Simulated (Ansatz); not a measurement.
# Se on Mg(0001): change of the work function, part 3 of 3

Aim: the work function of Mg(0001) at several coverages of Se (fcc site), and the dipole that each adsorbate carries.

Ansatz 0.2.0; plane-wave DFT, PBE, Ansatz PAW.

So far, work function, upper face (eV): step 2 (the clean slab) 3.79; step 3 (17 atoms, coverage 0.25 ML, cell 2x2) 4.78.

### 4. Adsorbate added, k-mesh 12×12×1, coverage 1 ML

System of this step: Se/Mg(0001). The cell holds 5 atoms: 4 Mg and 1 Se. Cell: a = 3.210 Å, b = 3.210 Å, c = 27.796 Å, α = 90.0°, β = 90.0°, γ = 60.0°. Vacuum lies along c.

Another coverage, to see how the dipoles act on each other as their distance changes.

The input, input.yaml:

```yaml
crystal:
  lattice:
    - [3.21, 0.0, 0.0]
    - [1.605, 2.7799415461, 0.0]
    - [0.0, 0.0, 27.795618626]
  atoms:
    - { symbol: Mg, position: [0.6666666667, 0.6666666667, 0.3237920379] }
    - { symbol: Mg, position: [0.0, 0.0, 0.4175665293] }
    - { symbol: Mg, position: [0.6666666667, 0.6666666667, 0.5115244136] }
    - { symbol: Mg, position: [0.0, 0.0, 0.6061475754] }
    - { symbol: Se, position: [0.3333333333, 0.3333333333, 0.6762079621] }
kpoints:
  mp_grid: { grid: [12, 12, 1] }
hamiltonian:
  xc: pbe
scf:
  occupations: { method: fermi_dirac, width: 0.1 }
  convergence: { dr2_threshold: 1.0e-08 }
efield:
  axis: 3
  dipole_correction: true
  ramp_position: 0.97
  ramp_width: 0.06
relax:
  f_tol: 0.02
  max_steps: 60
  constraints: [{ sites: [0, 1] }]
output:
  write_potential: true
  write_density: true
  volumetric_format: npy
```

Started as:

```console
$ ansatz run input.yaml --threads 4 --pin off --max-ram 6144MiB --backend cpu --events-out ev --progress --plain --runs-dir out
```

Numbers of over 12 decimals in the logs are rounded to 6 here.

The log of the run:

```text
[...]
Crystal: 5 atoms, lattice volume = 248.037 Å³
Basis set: ecut = 420 eV, 4941 PW (Γ), exchange–correlation on 48×48×384 points (8 copies of the dense FFT grid, shifted against one another)
Bands: 34, of which v1, the nominal top of the filled ones, is band 28 counted from 1 (27 counted from 0)
Symmetry: 6 space group operations
[...]
k-points: 19 of 144 (time reversal used)
[...]
SCF iter   1: F=—  HF=-13164.390916 eV  |F-HF|=—  |Δ(HF+E_count)|=         —  Δρ=1.74e-3  dr2=3.51e-1  ethr=1.77e-3  p=-0.071 e·Å  D=-5.15e-2 V/Å  ΔV_dip=1.43 eV  dr2_dipole=1.83e-1  V_vac-E_F(+/−)=5.17/3.74 eV  ⟨swp⟩=11.0  Hψ=3432  notcnv=0
[...]
SCF iter   8: F=-13164.386657 eV  HF=-13164.386657 eV  |F-HF|=3.07e-10  |Δ(HF+E_count)|=   3.22e-9  Δρ=3.57e-7  dr2=1.44e-9  ethr=1.79e-11  p=-0.071 e·Å  D=-5.21e-2 V/Å  ΔV_dip=1.45 eV  dr2_dipole=1.84e-10  V_vac-E_F(+/−)=5.19/3.74 eV  ⟨swp⟩=8.5  Hψ=3467  notcnv=0
SCF 1 converged in 8 iterations: F = -13164.386657 eV  dr2 = 1.44e-9
[...]
relax step   1: F+E_penalty+E_count = -13164.38665705 eV  Δ(F+E_penalty+E_count) = +0.000e0 eV  max|allowed force component| = 2.537e-1 eV/Å  Δτ_max = 0.0000 Å  (8 SCF iters, accepted)
[...]
SCF iter   7: F=-13164.397158 eV  HF=-13164.397158 eV  |F-HF|=7.31e-10  |Δ(HF+E_count)|=   1.31e-8  Δρ=7.08e-7  dr2=3.83e-9  ethr=1.79e-11  p=-0.072 e·Å  D=-5.26e-2 V/Å  ΔV_dip=1.46 eV  dr2_dipole=2.39e-12  V_vac-E_F(+/−)=5.21/3.74 eV  ⟨swp⟩=9.6  Hψ=3816  notcnv=0
SCF 2 converged in 7 iterations: F = -13164.397158 eV  dr2 = 3.83e-9
relax step   2: F+E_penalty+E_count = -13164.39715756 eV  Δ(F+E_penalty+E_count) = -1.050e-2 eV  max|allowed force component| = 5.399e-2 eV/Å  Δτ_max = 0.1266 Å  (7 SCF iters, accepted)
SCF iter   1: F=—  HF=-13164.397661 eV  |F-HF|=—  |Δ(HF+E_count)|=         —  Δρ=2.29e-4  dr2=1.00e-3  ethr=8.84e-6  p=-0.072 e·Å  D=-5.26e-2 V/Å  ΔV_dip=1.46 eV  dr2_dipole=1.27e-4  V_vac-E_F(+/−)=5.21/3.75 eV  ⟨swp⟩=3.0  Hψ=1225  notcnv=0
[...]
SCF iter   6: F=-13164.397605 eV  HF=-13164.397605 eV  |F-HF|=1.54e-9  |Δ(HF+E_count)|=   2.82e-8  Δρ=4.58e-7  dr2=1.17e-9  ethr=1.79e-11  p=-0.072 e·Å  D=-5.25e-2 V/Å  ΔV_dip=1.46 eV  dr2_dipole=1.68e-10  V_vac-E_F(+/−)=5.20/3.75 eV  ⟨swp⟩=9.1  Hψ=3449  notcnv=0
SCF 3 converged in 6 iterations: F = -13164.397605 eV  dr2 = 1.17e-9
relax step   3: F+E_penalty+E_count = -13164.39760466 eV  Δ(F+E_penalty+E_count) = -4.471e-4 eV  max|allowed force component| = 8.856e-3 eV/Å  Δτ_max = 0.0087 Å  (6 SCF iters, accepted)
[...]
SCF converged after 6 iterations
Free energy (F): -13164.397605 eV
[...]
Internal energy: -13164.307318 eV  (E = F + TS)
E sigma→0 (E₀):  -13164.352461 eV
Entropy (-TS):   -0.090287 eV (-18.057 meV/atom)
Fermi energy:    0.486413 eV
Dipole field:    D = -0.052540 V/Å  (p = -0.072019 e·Å, saw-weighted, corrected)
Work function:   Φ+ = 5.2052 eV   Φ− = 3.7449 eV
[...]
--- Forces (eV/Å), atoms counted from 1 ---
  atom   1  Mg    -0.00000000     0.00000000    -0.01155081
  atom   2  Mg     0.00000000    -0.00000000     0.01409156
  atom   3  Mg    -0.00000000     0.00000000    -0.00691241
  atom   4  Mg     0.00000000    -0.00000000     0.00885574
  atom   5  Se    -0.00000000     0.00000000    -0.00448384
  max |Σ_I F_I| component: 2.41e-7 eV/Å
--- Band table (eV; the first three rows and the last of 19) ---
  k-point 0: bands = [... 24 lower, -4.2861, -2.8156, -1.0292, 1.3161, 2.1801, 2.1801, 3.3036, 4.3635, ... 2 higher]
  k-point 1: bands = [... 24 lower, -4.1621, -2.6945, -0.9094, 1.3474, 1.5492, 2.0207, 3.4359, 4.4978, ... 2 higher]
  k-point 2: bands = [... 24 lower, -3.7946, -2.3353, -0.5653, -0.0703, 1.6290, 1.8099, 3.8061, 4.8842, ... 2 higher]
  k-point 18: bands = [... 24 lower, -1.5763, 0.2180, 0.2241, 0.2876, 0.9216, 1.2202, 1.2523, 2.7494, ... 2 higher]
--- Relaxed structure (3 steps of the walk, 3 accepted, 0 SCFs on fresh bases) ---
  F+E_penalty+E_count = -13164.39760466 eV   max|allowed force component| = 8.856e-3 eV/Å
  atoms:
    - { symbol: Mg, position: [0.666667, 0.666667, 0.323792] }
    - { symbol: Mg, position: [-1.850371707762447e-17, -1.850371707762447e-17, 0.417567] }
    - { symbol: Mg, position: [0.666667, 0.666667, 0.510751] }
    - { symbol: Mg, position: [-1.850371707762447e-17, -1.850371707762447e-17, 0.604028] }
    - { symbol: Se, position: [0.333333, 0.333333, 0.671673] }
```

Wall time 5.7 s (4 threads of Intel Xeon 6975P-C (Granite Rapids), shared host); peak memory 0.63 GiB; 21 s of CPU time.

The steps of the relaxation:

```csv
step,energy less that of the first step (eV),largest force component (eV/Å)
1,0.0000,0.2537
2,-0.0105,0.0540
3,-0.0109,0.0089
```

Forces are held to the 6 operations that the run works with; a distortion that breaks them can't arise in this run.

The atoms that moved most (Å):

```csv
atom,dx,dy,dz,length
Se5,0.000,0.000,-0.126,0.126
Mg4,0.000,0.000,-0.059,0.059
Mg3,0.000,0.000,-0.022,0.022
```

Final coordinates:

```xyz
5
Lattice="3.2100 0.0000 0.0000 1.6050 2.7799 0.0000 0.0000 0.0000 27.7956" Properties=species:S:1:pos:R:3
Mg    3.2100    1.8533    9.0000
Mg    0.0000    0.0000   11.6065
Mg    3.2100    1.8533   14.1966
Mg    0.0000    0.0000   16.7893
Se    1.6050    0.9266   18.6696
```

This step gave:

```
energy at zero smearing        : -13164.3525 eV
work function, upper face      : 5.205 eV
work function, lower face      : 3.745 eV
dipole along the normal        : -0.07202 e·Å
step between the vacuum levels : 1.460 eV
```

Running mean over 2.60652 Å of the planar mean; the ramp of the sawtooth is left out. Table of electron's electrostatic potential energy less the Fermi level by z:

z (Å), electron's electrostatic potential energy less the Fermi level (eV) and a bar from the least value:
```
        4       3.74 ##########################
        5       3.73 ##########################
        6       3.60 #########################
        7       2.58 ######################
        8      -2.07 #########
        9      -3.97 ###
       10      -3.99 ###
       11      -3.99 ###
       12      -4.01 ###
       13      -4.10 ###
       14      -4.00 ###
       15      -4.05 ###
       16      -4.11 ###
       17      -5.17 
       18      -5.15 
       19      -1.59 ##########
       20       1.94 #####################
       21       4.88 #############################
       22       5.19 ##############################
       23       5.20 ##############################
       24       5.20 ##############################
```

The relaxation took 3 steps and lowered the energy by 0.011 eV; the largest force on the free atoms ends at 0.0089 eV/Å.

The covered face has 5.21 eV, +1.42 eV against the clean one; the bare back face has moved by -0.05 eV, a measure of how thin the slab is.

### 5. Work function against coverage

This step: plane-wave DFT, PBE, Ansatz PAW; work function against coverage (Ansatz 0.2.0).

The runs are now put side by side.

Numbers from this step:

* work function of the clean face: 3.787 eV
* largest change of the work function: 1.418 eV

Table of work function of the covered face by coverage:

```csv
coverage (adsorbates/nm²),work function of the covered face (eV)
0.00,3.79
2.80,4.78
11.21,5.21
```

The dipole per adsorbate comes from the change of the cell's dipole. Coverage, by row:

```csv
coverage (1/nm²),coverage (ML),work function (eV),change (eV),"dipole per adsorbate, positive end outwards (debye)",mean height of the added atoms over the highest substrate atom (Å)
2.802,0.25,4.783,0.996,-0.987,1.732
11.21,1,5.205,1.418,-0.347,1.88
```

### 6. What came out

* work function of the clean face: 3.79 eV
* work function at 0.25 ML: 4.78 eV
* work function at 1 ML: 5.21 eV
* dipole per adsorbate at 0.25 ML, positive end outwards: -0.99 D

What this shows: Se raises the work function of Mg(0001) at the lowest coverage, by 1.00 eV: the adsorbate layer has its negative end outwards. The slab has 4 layers, at the tabulated experimental lattice constant, one starting site was run, and quantum-size effects of a slab this thin can reach one or two tenths of an eV.

[Logs are printed without paths, hosts, clocks, repeated set-up lines and the standing remarks that a program may print on its own settings, such as how far it seeks lower states.]

[Hosts, paths, dates, database ids (printed as entryN), source tags and the programs' standing remarks are cut or masked in the printed files.]

[Maps of the electrostatic potential energy from Ansatz leave out the sawtooth potential of an applied field or a dipole correction, so their vacuum need not be flat; planar profiles and work functions include it.]
